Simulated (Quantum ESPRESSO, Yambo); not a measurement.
# Quasiparticle gap of PtS2 (1T monolayer) in Yambo, part 2 of 2

Wanted: ground state, empty states, screening and self-energy for PtS2 (1T monolayer).

Quantum ESPRESSO 7.5 and Yambo 5.3.0; PBE and many-body steps on it, plane waves. Known limits of the many-body steps: not at the basis limit; no spin polarisation; d states lean on the start; no spin-orbit coupling.

So far. Step 3 (Bands along the symmetry lines): The gap is 1.767 eV, as in the run before at this level. Step 4 (Empty states on the mesh, 6×6×1 mesh, 449 bands): On this mesh the gap is 2.039 eV. The earlier step found 1.767 eV, so this mesh misses an edge.

### 5. Conversion and set-up

This step: Yambo 5.3.0; conversion and set-up on PBE, plane waves, norm-conserving pseudopotentials.

The states are converted to the many-body program's format and the q mesh is built.

Launch:

```sh
(cd o/x.save; p2y > p2y.log; mv SAVE ../..); yambo > setup.log
```

The program printed:

```text
 Yambo, version 5.3.0

 [02] CORE Variables Setup
 =========================

  [02.01] Unit cells
  ==================

  Cell kind             :  HCP
  Atoms in the cell     :  Pt  S
  number of Pt atoms    :  1
  number of S  atoms    :  2

  List of atomic masses
  Mass of Pt    :  195.0800
  Mass of S     :  32.06000

  List of atomic coordinates    : [cc]
  Pt1       :   0.00000   0.00000  14.17295  order 1
  S1       : -0.27466E-09   3.8988       16.493      order 2
  S2       :   3.37650   1.94942  11.85264  order 3

  Alat factors          :   6.75299   5.84826  28.34589 [a.u.]
  Direct lattice volume :   1119.47    [a.u.]
  Direct lattice vectors:  A[ 1 ]  A[ 2 ]  A[ 3 ]
   A[ 1 ]:  1.000000 -0.000000  0.000000  [iru]
   6.752994 -0.000000  0.000000  [cc]
   A[ 2 ]: -0.500000  1.000000  0.000000  [iru]
  -3.376497  5.848264  0.000000  [cc]
   A[ 3 ]:  0.000000  0.000000  1.000000  [iru]
    0.00000   0.00000  28.34589  [cc]

  Recip. lattice volume :  0.221578 [a.u.]
  Recip. lattice vectors:  B[ 1 ]  B[ 2 ]  B[ 3 ]
   B[ 1 ]:  1.000000  0.500000  0.000000  [iku]
   0.930430  0.537184 -0.000000  [cc]
   B[ 2 ]:  0.000000  1.000000  0.000000  [iku]
   0.000000  1.074368 -0.000000  [cc]
   B[ 3 ]:  0.000000  0.000000  1.000000  [iku]
  -0.000000 -0.000000  0.221661  [cc]

  [02.02] Symmetries
  ==================

  Inversion symmetry    : yes
  Spatial inversion     : yes
  Inversion index       :   7
  K-space Time-reversal : no
  Magnetic symmetries   : no
  Group table correct   : yes
  Symmetries units      :  [cc]

   [S  1]:   1.0000       0.0000       0.0000      0.77579E-16   1.0000       0.0000       0.0000       0.0000       1.0000
   [S  2]:   1.0000       0.0000       0.0000     -0.32312E-10  -1.0000       0.0000       0.0000       0.0000      -1.0000
   [S  3]: -0.500000  0.866025  0.000000 -0.866025 -0.500000  0.000000  0.000000  0.000000  1.000000
[...]
[S 11]:  0.500000  0.866025  0.000000  0.866025 -0.500000  0.000000  0.000000  0.000000  1.000000
   [S 12]:  0.500000 -0.866025  0.000000 -0.866025 -0.500000  0.000000  0.000000  0.000000  1.000000

  [02.03] Reciprocal space
  ========================

  nG shells         :   4653
  nG charge         :  100255
  nG WFs            :  15311
  nC WFs            :  12619
  G-vecs. in first 80 shells:  [ Number ]
     1    3    5    7    9   15   27   29   41
    53   55   67   79   81   93   95  101  113
   125  137  149  151  163  175  181  193  205
[...]
787   811   823   835   837   849   861   885
  ...
  Shell energy in first 80 shells:  [ mHa ]
[...]
4703.99      4728.93      4765.22      4815.10      4924.34      5194.20      5218.76      5243.71      5269.02
    5281.12      5292.46      5392.24      5415.30      5527.54      5587.26      5612.21      5808.37      5846.16
[...]
K/Q-points units:
  rlu = crystal or reduced units; cc = cartesian coordinates; iku = interal k-units

  K [1]          [rlu]:  0.000000  0.000000  0.000000
         WF components:  12619
  K [2]          [rlu]:  0.000000  0.166667  0.000000
         WF components:  12560
  K [3]          [rlu]:  0.000000  0.333333  0.000000
         WF components:  12540
  K [4]          [rlu]:  0.000000 -0.500000  0.000000
         WF components:  12518
  K [5]          [rlu]:  0.166667  0.166667  0.000000
         WF components:  12521
  K [6]          [rlu]:  0.166667  0.333333  0.000000
         WF components:  12506
  K [7]          [rlu]:  0.333333  0.333333  0.000000
         WF components:  12492

  [02.05] Energies & Occupations
  ==============================

  [X] === General ===
  [X] Electronic Temperature                        :  0.000000  0.000000 [eV K]
  [X] Bosonic    Temperature                        :  0.000000  0.000000 [eV K]
  [X] Finite Temperature mode                       : no
  [X] El. density                                   :  0.18084E+24 [cm-3]
  [X] Fermi Level                                   : -0.891555 [eV]

  [X] === Gaps and Widths ===
  [X] Conduction Band Min                           :  2.039191 [eV]
  [X] Valence Band Max                              :  0.000000 [eV]
  [X] Filled Bands                                  :  15
  [X] Empty Bands                                   :    16   449
  [X] Direct Gap                                    :  2.064824 [eV]
  [X] Direct Gap localized at k                     :  2
  [X] Indirect Gap                                  :  2.039191 [eV]
  [X] Indirect Gap between kpts                     :   5   2
  [X] Last valence band width                       :  1.366428 [eV]
  [X] 1st conduction band width                     :  1.156563 [eV]

  E @ K [1]:  [eV]
  -98.63536 -52.78141 -52.78141 -52.67635 -13.98565 -11.76251  -5.52509  -5.52509
[...]
occ @ K [1]
[...]
E @ K [2]:  [eV]
[...]
occ @ K [2]
[...]
E @ K [3]:  [eV]
[...]
occ @ K [3]
[...]
E @ K [4]:  [eV]
[...]
occ @ K [4]
[...]
E @ K [5]:  [eV]
[...]
occ @ K [5]
[...]
E @ K [6]:  [eV]
[...]
occ @ K [6]
[...]
E @ K [7]:  [eV]
[...]
occ @ K [7]
[...]
0.000000  0.000000  0.000000  0.000000  0.000000  0.000000  0.000000  0.000000
   0.000000  0.000000  0.000000  0.000000  0.000000  0.000000  0.000000  0.000000

 [03] Transferred momenta grid and indexing
 ==========================================

 IBZ Q-points                                      :   7
 BZ  Q-points                                      :   36

 K/Q-points units:
 rlu = crystal or reduced units; cc = cartesian coordinates; iku = interal k-units

 Q [1]          [rlu]:  0.000000  0.000000  0.000000
 Q [2]          [rlu]:  0.14930E-16  0.16667       0.0000
 Q [3]          [rlu]:  0.29860E-16  0.33333       0.0000
 Q [4]          [rlu]: -0.44790E-16 -0.50000       0.0000
 Q [5]          [rlu]:  0.166667  0.166667  0.000000
 Q [6]          [rlu]:  0.166667  0.333333  0.000000
 Q [7]          [rlu]:  0.333333  0.333333  0.000000

  [03.01] X indexes
  =================

   [03.01.01] Sigma indexes
   ========================

 [06] Game Over & Game summary
```

Wall time 3 s (1 MPI rank of Arm Neoverse V2, shared host); peak memory 0.25 GiB.

### 6. Screening and self-energy, 6×6×1 mesh, 216 bands, screening to 176.9 eV

G0W0 replaces the xc potential by the self-energy, built once from these orbitals. Only a window of levels is corrected, while the sums run over the empty bands that the input names.

This step: G0W0 on PBE, plane waves, norm-conserving pseudopotentials.

The input, gw2.in:

```
HF_and_locXC
gw0
dyson
ppa
em1d
rim_cut
rim_w
RandQpts= 3000000
RandGvec= 100 RL
CUTGeo= "slab z"
RandGvecW= 9 RL
EXXRLvcs= 76 Ry
VXCRLvcs= 304 Ry
Chimod= "HARTREE"
% BndsRnXp
 1 | 216 |
%
NGsBlkXp= 13 Ry
% LongDrXp
 1 | 1 | 0 |
%
% GbndRnge
 1 | 216 |
%
DysSolver= "n"
ExtendOut
PPAPntXp= 27.21138 eV
% QPkrange
 5 | 5 | 14 | 17 |
 2 | 2 | 14 | 17 |
 1 | 1 | 14 | 17 |
%
```

Launch:

```sh
OMP_NUM_THREADS=1 mpirun -n 8 yambo -F gw2.in -J gw2 -C gw2 > gw2.log
```

The program printed:

```text
 Yambo, version 5.3.0

 [02] CORE Variables Setup
 =========================

  [... cell, symmetries and grids as in the set-up ...]

  [02.05] Energies & Occupations
  ==============================

  [X] === General ===
  [X] Electronic Temperature                        :  0.000000  0.000000 [eV K]
  [X] Bosonic    Temperature                        :  0.000000  0.000000 [eV K]
  [X] Finite Temperature mode                       : no
  [X] El. density                                   :  0.18084E+24 [cm-3]
  [X] Fermi Level                                   : -0.891555 [eV]

  [X] === Gaps and Widths ===
  [X] Conduction Band Min                           :  2.039191 [eV]
  [X] Valence Band Max                              :  0.000000 [eV]
  [X] Filled Bands                                  :  15
  [X] Empty Bands                                   :    16   449
  [X] Direct Gap                                    :  2.064824 [eV]
  [X] Direct Gap localized at k                     :  2
  [X] Indirect Gap                                  :  2.039191 [eV]
  [X] Indirect Gap between kpts                     :   5   2
  [X] Last valence band width                       :  1.366428 [eV]
  [X] 1st conduction band width                     :  1.156563 [eV]

 [03] Transferred momenta grid and indexing
 ==========================================

 IBZ Q-points                                      :   7
 BZ  Q-points                                      :   36

 K/Q-points units:
 rlu = crystal or reduced units; cc = cartesian coordinates; iku = interal k-units

 Q [1]          [rlu]:  0.000000  0.000000  0.000000
 Q [2]          [rlu]:  0.14930E-16  0.16667       0.0000
 Q [3]          [rlu]:  0.29860E-16  0.33333       0.0000
 Q [4]          [rlu]: -0.44790E-16 -0.50000       0.0000
 Q [5]          [rlu]:  0.166667  0.166667  0.000000
 Q [6]          [rlu]:  0.166667  0.333333  0.000000
 Q [7]          [rlu]:  0.333333  0.333333  0.000000

 [04] Coloumb potential Random Integration (RIM)
 ===============================================

 Performing RIM of v_slab

  [04.01] RIM initialization
  ==========================

  * Diagonal components only detected *

  8 x (sBL volume)        :  0.049239 [a.u.]
  sBZ random points       :  3000000
  Points outside the sBZ  :  24000829
  RL volume               :  0.221578 [a.u.]
  Integrated volume       :  0.221570 [a.u.]

  [04.02] RIM integrals
  =====================

  Gamma point sphere radius             :  0.042044 [a.u.]
  Points outside the sphere             :  2398884
  [Int_sBZ(q=0) 1/q^2]*(Vol_sBZ)^(-1/3) =:  7.536468
                                 should be <:  7.795600

  Summary of Coulomb integrals for non-metallic bands |Q|[au] RIM/Bare

  Q [1] 0.100000E-4 0.966759 * Q [2] 0.179061 1.020815
  Q [5] 0.310143 1.030994 * Q [3] 0.358123 1.027338
  Q [6] 0.473752 1.018738 * Q [4] 0.537184 1.015068
  Q [7] 0.620286 1.011578
  Non-periodic chartesian directions : none
  Optical renormalization            :  28.34589 [au]
  Polarizability dimension           : length

 [05] Coloumb potential CutOffslab
 =================================

 Cut directionsZ
 Slab Cutoff:Z
 Symmetry test passed : yes

 [WARNING] [Xp] User bands 1-216 break level degeneracy

 [06] Dipoles
 ============

  [06.01] Setup: observables and procedures
  =========================================

  [WARNING] [x,Vnl] slows the Dipoles computation. To neglect it rename the ns.kb_pp file

 [07] Dynamic Dielectric Matrix (PPA)
 ====================================

 [SLK-Inversion]  Pools        :  2
 [SLK-Inversion]  BLACS grid   :  2  2

 [WR./gw2//ndb.pp]---------------------------------------------------------------
  Brillouin Zone Q/K grids (IBZ/BZ)                :    7   36    7   36
  RL vectors                                       :  15319 [WF]
  Coulomb cutoff potential                         : slab z
  Electronic Temperature                           :  0.000000 [K]
  Bosonic    Temperature                           :  0.000000 [K]
  PPA    diel. fun.  energies                      : Perdew, Burke & Ernzerhof(X)+Perdew, Burke & Ernzerhof(C)
  wavefunctions                                    : Perdew, Burke & Ernzerhof(X)+Perdew, Burke & Ernzerhof(C)
  Global Gauge                                     : length
  X matrix size                                    :   897
  X band range                                     :    1  216
  X e/h energy range                               : -1.000000 -1.000000 [eV]
  X Time ordering                                  : R
  X Hxc Kernel                                     : HARTREE
  X Drude frequency                                :  0.000000  0.000000
  X poles                                          :  100.0000 [o/o]
  RL vectors in the sum                            :  15319
  [r,Vnl] included                                 : yes
  Field direction                                  :  0.707107E-5  0.707107E-5   0.00000
  BZ energy Double Grid                            : no
  BZ energy DbGd points                            : 0
  BZ Q point size factor                           : -1.000000
  X Optical Averaged directions                    : none

 [08] Local Exchange-Correlation + Non-Local Fock
 ================================================

 [VXC] Plane waves :  100255
 [EXS] Plane waves :  12631

 QP @ state[ 1 ] K range:  1  2
 QP @ state[ 1 ] b range:  14  17
 QP @ state[ 2 ] K range:   5   5
 QP @ state[ 2 ] b range:  14  17

 [xc] Functional : Perdew, Burke & Ernzerhof(X)+Perdew, Burke & Ernzerhof(C)
 [xc] LIBXC used to calculate xc functional
  PP Number of Atomic Species                      :  2
  NLCC RL compoments                               :  100255
  PP Number of Atomic Species                      :  2
  NLCC RL compoments                               :  100255

 [xc] E_xc :  -16.11413 [Ha]
      E_xc :  -32.22826 [Ry]

  Local XC kind (lXC) : Perdew, Burke & Ernzerhof(X)+Perdew, Burke & Ernzerhof(C)
  Non-Local XC kind (nlXC) : Hartree-Fock

  Corrections @ K [1] :  [eV]
 <14|nlXC|14> = -15.91240  0.40399E-17 <14|lXC|14> = -13.81681  0.37763E-15
 <15|nlXC|15> = -15.91240  0.10490E-16 <15|lXC|15> = -13.81681  0.37763E-15
 <16|nlXC|16> = -13.04646  0.49981E-17 <16|lXC|16> = -16.89906  0.000000
 <17|nlXC|17> = -13.04647  0.12512E-18 <17|lXC|17> = -16.89906  0.000000

  Corrections @ K [2] :  [eV]
 <14|nlXC|14> = -17.52587  0.92690E-17 <14|lXC|14> = -15.09466  0.47204E-16
 <15|nlXC|15> = -19.68713 -0.53024E-17 <15|lXC|15> = -16.66487 -0.37763E-15
 <16|nlXC|16> = -12.69920 -0.11970E-17 <16|lXC|16> = -16.07134  0.28323E-15
 <17|nlXC|17> = -12.70988  0.23999E-17 <17|lXC|17> = -16.55165  0.18882E-15

  Corrections @ K [5] :  [eV]
 <14|nlXC|14> = -20.78863  0.17516E-17 <14|lXC|14> = -17.35330 -0.23602E-15
 <15|nlXC|15> = -17.62419  0.26776E-17 <15|lXC|15> = -15.01165 -0.47204E-16
 <16|nlXC|16> = -12.08973 -0.68692E-17 <16|lXC|16> = -15.64451  0.000000
 <17|nlXC|17> = -12.79547  0.36624E-18 <17|lXC|17> = -16.45291  0.44254E-17

 [09] Dyson equation: Newton solver
 ==================================

  [09.01] RIM-W interpolation
  ===========================

  [WARNING] RIM-W works only for 2D semiconductors with slab cutoff
  Found compatible q grid: 2D
  q_min[ 1 ]:  0.16667      0.22209E-11   0.0000     [rlu]
   0.166667  0.083333  0.000000 [iku]
  q_min[ 2 ]:  0.62185E-11  0.16667       0.0000     [rlu]
   0.62185E-11  0.16667       0.0000     [iku]
  G-vectors :   9
  G-vectors loaded:   63
  Number of interpolated frequencies:  2

  Evaluating coefficients q = 0
  Evaluating coefficients q = 0

  [09.02] RIM-W integrals
  =======================

  8 x (sBL volume)        :  0.049239 [a.u.]
  sBZ random points       :  3000000
  Points outside the sBZ  :  24000829
  RL volume               :  0.221578 [a.u.]
  Integrated volume       :  0.221570 [a.u.]

  [09.03] RIM integrals
  =====================

  Comparison between head Wc = W - v averages: < Wc > [au] RIM-W/RIM

   < -Wc [Q = 1] > 0.357263E-1 0.440461E-4 * < -Wc [Q = 2] > 0.005443 0.005252
   < -Wc [Q = 3] > 0.975033E-3 0.955019E-3 * < -Wc [Q = 4] > 0.326624E-3 0.323080E-3
   < -Wc [Q = 5] > 0.001429 0.001395 * < -Wc [Q = 6] > 0.460593E-3 0.454849E-3
   < -Wc [Q = 7] > 0.213435E-3 0.211105E-3

  Comparison between head Wc = W - v averages: < Wc > [au] RIM-W/RIM

   < -Wc [G = 1,G`=0] > 0.357263E-1 0.440461E-4 * < -Wc [G = 2,G`=0] >-0.002270 0.000000
   < -Wc [G = 3,G`=0] >-0.002270 0.000000 * < -Wc [G = 4,G`=0] > 0.489974E-4  0.00000
   < -Wc [G = 5,G`=0] > 0.489529E-4  0.00000 * < -Wc [G = 6,G`=0] > 0.117286E-3  0.00000
   < -Wc [G = 7,G`=0] > 0.117327E-3  0.00000 * < -Wc [G = 8,G`=0] >-0.308837E-4  0.00000
   < -Wc [G = 9,G`=0] >-0.308847E-4  0.00000

 [10] G0W0 (W PPA)
 =================

 [  GW  ] Bands range     :    1  216
 [GW/PPA] G damping       :  0.100000 [eV]

 QP @ state[ 1 ] K range:  1  2
 QP @ state[ 1 ] b range:  14  17
 QP @ state[ 2 ] K range:   5   5
 QP @ state[ 2 ] b range:  14  17

  Sc/G bands                                       :    1  216
  Sc/G damping                                     :  0.100000 ev
  Sc bands terminator                              : no
  Sx RL components                                 :  12631

  QP @ state[ 1 ] K range                          :  1  2
  QP @ state[ 1 ] b range                          :  14  17
  QP @ state[ 2 ] K range                          :   5   5
  QP @ state[ 2 ] b range                          :  14  17
  GF energies kind                                 : Perdew, Burke & Ernzerhof(X)+Perdew, Burke & Ernzerhof(C)
  GF WF`s kind                                     : Perdew, Burke & Ernzerhof(X)+Perdew, Burke & Ernzerhof(C)
  Xs energies kind                                 : Perdew, Burke & Ernzerhof(X)+Perdew, Burke & Ernzerhof(C)
  Xs WF`s kind                                     : Perdew, Burke & Ernzerhof(X)+Perdew, Burke & Ernzerhof(C)

 [14] Game Over & Game summary
```

The job ended after 9.2 min (8 MPI ranks; peak memory 6 GiB; 74 min of CPU time).

Numbers from this step:

| Property | Result |
| --- | --- |
| G0W0 gap on the points computed | 3.273 eV |
| starting gap on the mesh | 2.039 eV |
| k of the valence top | 0, 0.1667, 0 |
| k of the conduction bottom | 0, 0.1667, 0 |
| least direct G0W0 gap on the computed points | 3.273 eV |
| Z at the valence top | 0.7463 |
| Z at the conduction bottom | 0.7529 |

The gap on the mesh goes from 2.04 eV to 3.27 eV, a correction of +1.23 eV. The start differs from the 1.77 eV found before because the two sample other k points.

Limits: finite bands, cutoff and mesh; no spin polarisation; d states lean on the start; no spin-orbit coupling. v1 is the top filled band, c1 the lowest empty one. The levels before and after the correction (eV, zero at the valence-band top of each column):

```tsv
	conduction bottom	valence top
Kohn-Sham	2.04	0.00
G0W0	3.27	0.00
```

```tsv
	level	energy (eV)
Kohn-Sham	(0 0.167 0) v2	-0.225
Kohn-Sham	(0 0.167 0) v1	-0.026
Kohn-Sham	(0 0.167 0) c1	2.039
Kohn-Sham	(0 0.167 0) c2	2.864
G0W0	(0 0.167 0) v2	-0.333
G0W0	(0 0.167 0) v1	0.000
G0W0	(0 0.167 0) c1	3.273
G0W0	(0 0.167 0) c2	4.162
```

### 7. Where the time went

Times are wall times on the hardware named with each run, good to a factor of about two.

```tsv
step	time	share	memory (GiB)
ground state	14 s	2 %	0.95
bands along the symmetry lines	6.9 s	1 %	0.8
empty states on the mesh	96 s	14 %	2.5
conversion and set-up	3 s	0 %	0.25
screening and self-energy	9.2 min	82 %	6.0
```

### 8. What came out

```json
{
  "PBE gap": "1.77 eV, indirect",
  "G0W0 gap on the mesh": "3.27 eV",
  "G0W0 gap over the zone (rigid shift)": "3.00 eV",
  "GW settings": "6×6×1 mesh, 216 bands, screening to 176.9 eV, Godby-Needs plasmon pole",
  "known limits": "not at the basis limit; no spin polarisation; d states lean on the start; no spin-orbit coupling"
}
```

G0W0 moves the gap on the mesh from 2.04 eV to 3.27 eV (+1.23 eV), with Z of 0.75 and 0.75 at the edges. The mesh misses the band edges by 0.27 eV in all; a rigid shift gives 3.00 eV for the zone. Only 3 of the mesh's irreducible points were corrected, so a valley elsewhere could overtake. The dearest step here is «screening and self-energy». Bands and cutoff are finite, so the gap is not at the basis limit. The miss can reach some tenths of an eV and take either sign; the mesh is an error of its own. In the G0W0 run levels were corrected at 3 k points alone, so a gap called «on the mesh» is the least over those, and an edge elsewhere would be missed. A denser mesh or path gives a starting gap of 1.77 eV: the GW mesh misses a band edge, so its gaps are not the fundamental one. The runs have no spin polarisation. For a closed low-spin shell that is the natural state; where a d or f shell is open it is a constraint, and the gap is then not the crystal's own. With d states at the gap, one-shot GW leans hard on its start. The many-body steps are scalar-relativistic: spin-orbit coupling is not in them.

[Paths, hosts, dates, memory and timing lines, banners, echoed tables and standing remarks are left out of the program output.]

[Logs are printed without paths, hosts, clocks, repeated set-up lines and the standing remarks that a program may print on its own settings, such as how far it seeks lower states.]

[Runs of the session that timed out or met a known fault of the program may be left out.]

[Hosts, paths, dates, database ids (printed as entryN), source tags and the programs' standing remarks are cut or masked in the printed files.]
